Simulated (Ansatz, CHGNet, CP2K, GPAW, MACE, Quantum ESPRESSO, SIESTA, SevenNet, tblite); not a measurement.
## NaH9C4O7 (P-1) (84 atoms): runs against a plane-wave reference

The cell holds 84 atoms: 4 Na, 36 H, 16 C and 28 O. Cell: a = 11.912 Å, b = 6.392 Å, c = 11.230 Å, α = 104.2°, β = 91.5°, γ = 100.2°. It derives from NaH9C4O7 (P-1), repeated 2×1×1. NaH9C4O7, space group P-1, structure from the Crystallography Open Database, 2 x 1 x 1 conventional cells; positions as listed; bonds to H set to neutron lengths (C-H 1.089, N-H 1.015, O-H 0.983, B-H 1.19 Å) where the listed ones are shorter. Then every atom was moved at random, 0.02 Å r.m.s. a Cartesian component (hydrogen 0.6 of that).

Geometry: as built.

The reference, a calculation:

```
method                                           : Kohn-Sham DFT, PBE, PAW, plane waves (Ansatz 0.2.0); cutoff 420 eV, Γ point, fermi-dirac smearing of 0.05 eV; PAW set soft_2
r.m.s. force component                           : 1.115 eV/Å
longest force                                    : 7.14 eV/Å
pressure                                         : 3.272 GPa
gap (highest filled to lowest empty level) : 2.91 eV
SCF cycles                                       : 10
time                                             : 4 s on 8 threads of Arm Neoverse V2, shared host
CPU time                                         : 24 s
```

**Question.** The same geometry is run in other programs. How far does each lie from the reference, and what does it cost?
- CP2K PBE, DZVP-UZH, 800/50 Ry, diagonalisation (CP2K 2026.2; 4 MPI ranks)
- GPAW PBE, LCAO dzp, h 0.18 Å (GPAW 26.7.0; 1 thread)
- QE PBE, sssp-1.3.0-efficiency, 60/480 Ry (Quantum ESPRESSO 7.5; 2 MPI ranks)
- tblite GFN1-xTB (tblite 0.8.0; 1 thread)
- SevenNet 0 potential (SevenNet 0; 1 thread)
- SIESTA PBE, SZ, shift 0.01 Ry, mesh 500 Ry (SIESTA 5.4.2; 1 thread)
- CP2K PBE, SZV-MOLOPT-SR, 800/50 Ry, diagonalisation (CP2K 2026.2; 1 thread)
- SIESTA PBE, DZP, shift 0.01 Ry, mesh 150 Ry (SIESTA 5.4.2; 1 thread)
- SIESTA PBE, DZP, shift 0.01 Ry, mesh 500 Ry (SIESTA 5.4.2; 2 MPI ranks)
- CHGNet 0.3.0 potential (CHGNet 0.3.0; 1 thread)

Differences are against the plane-wave reference, forces as r.m.s. over components; share is that over the reference's r.m.s. force, slope the least-squares factor from reference forces to these. Total energies of different programs have different zeros and aren't compared.

| run | Δ force, r.m.s. (meV/Å) | share (%) | slope | Δ pressure (GPa) | Δ gap (eV) | cores | CPU time | memory (GiB) |
| --- | --- | --- | --- | --- | --- | --- | --- | --- |
| reference | - | - | - | - | - | 8 | 24 s | 0.93 |
| CP2K PBE, DZVP-UZH, 800/50 Ry, diagonalisation | 252 | 22.6 | 1.091 | 1.62 | 0.0031 | 4 | 6.9 min | 4.5 |
| GPAW PBE, LCAO dzp, h 0.18 Å | 482 | 43.2 | 1.160 | - | -0.0161 | 1 | 79 s | 0.89 |
| QE PBE, sssp-1.3.0-efficiency, 60/480 Ry | 35.1 | 3.15 | 1.014 | -0.0109 | -0.001 | 2 | 3.1 min | 1.5 |
| tblite GFN1-xTB | 455 | 40.8 | 0.883 | -3.88 | - | 1 | 2.6 s | 0.13 |
| SevenNet 0 potential | 242 | 21.7 | 0.958 | 0.202 | - | 1 | 7.3 s | 1.1 |
| SIESTA PBE, SZ, shift 0.01 Ry, mesh 500 Ry (coarse) | 3053 | 274 | 1.857 | 20.8 | -1.75 | 1 | 53 s | 0.61 |
| CP2K PBE, SZV-MOLOPT-SR, 800/50 Ry, diagonalisation (coarse) | 2674 | 240 | 1.936 | 15.4 | -0.441 | 1 | 4 min | 3.3 |
| SIESTA PBE, DZP, shift 0.01 Ry, mesh 150 Ry (coarse) | 390 | 34.9 | 1.177 | 1.50 | 0.0346 | 1 | 32 s | 0.38 |
| SIESTA PBE, DZP, shift 0.01 Ry, mesh 500 Ry | 389 | 34.8 | 1.174 | 1.47 | 0.0336 | 2 | 2.6 min | 1.4 |
| CHGNet 0.3.0 potential | 211 | 18.9 | 0.931 | -0.324 | - | 1 | 3.9 s | 1.4 |

Rows marked coarse were listed beforehand as settings not expected to be converged; some can still land near the reference.

Times of the machine-learned potentials are mostly Python's start and the loading of weights.

CPU time is summed over cores on a shared host, where runs went side by side, so it is rough. Symmetry, cutoffs, thresholds, outputs and thread counts weren't matched or tuned between programs; memory under MPI is the largest rank's times the ranks.

PBE on plane waves or a grid with other potentials, cutoffs or grids, coarse settings apart, differs from the reference by 3.2 % (QE PBE, sssp-1.3.0-efficiency, 60/480 Ry) of the r.m.s. force; this holds the reference's own error, so differences of a few per cent don't tell which side is nearer the exact PBE result (QE's 60 Ry are 816 eV, against the reference's 420 eV). The PBE runs in local orbitals, coarse settings apart, differ by 23 % (CP2K PBE, DZVP-UZH, 800/50 Ry, diagonalisation) to 43 % (GPAW PBE, LCAO dzp, h 0.18 Å); basis, grid and potentials can all enter. Tight binding differs by 41 % (tblite GFN1-xTB); it is another model, with fitted parameters of its own, and the xTB methods hold dispersion. Machine-learned potentials differ by 19 % (CHGNet 0.3.0 potential) to 22 % (SevenNet 0 potential); they were trained on other programs' data. Periodic xTB results under one method name differ between programs and library versions. With short bonds to hydrogen, sets of potentials differ among themselves by several per cent in forces even at converged cutoffs, so the reference isn't exact here either. Machine-learned potentials mimic data converged in k, so the reference's own k-point error enters their differences. The published positions, changed by the recipe (random displacements or longer bonds to H), lie far from the minimum at this level of theory. The electronic-structure runs sample only Γ, in a cell whose shortest periodic width is 6 Å.

[Logs are printed without paths, hosts, clocks, repeated set-up lines and the standing remarks that a program may print on its own settings, such as how far it seeks lower states.]

[Hosts, paths, dates, database ids (printed as entryN), source tags and the programs' standing remarks are cut or masked in the printed files.]
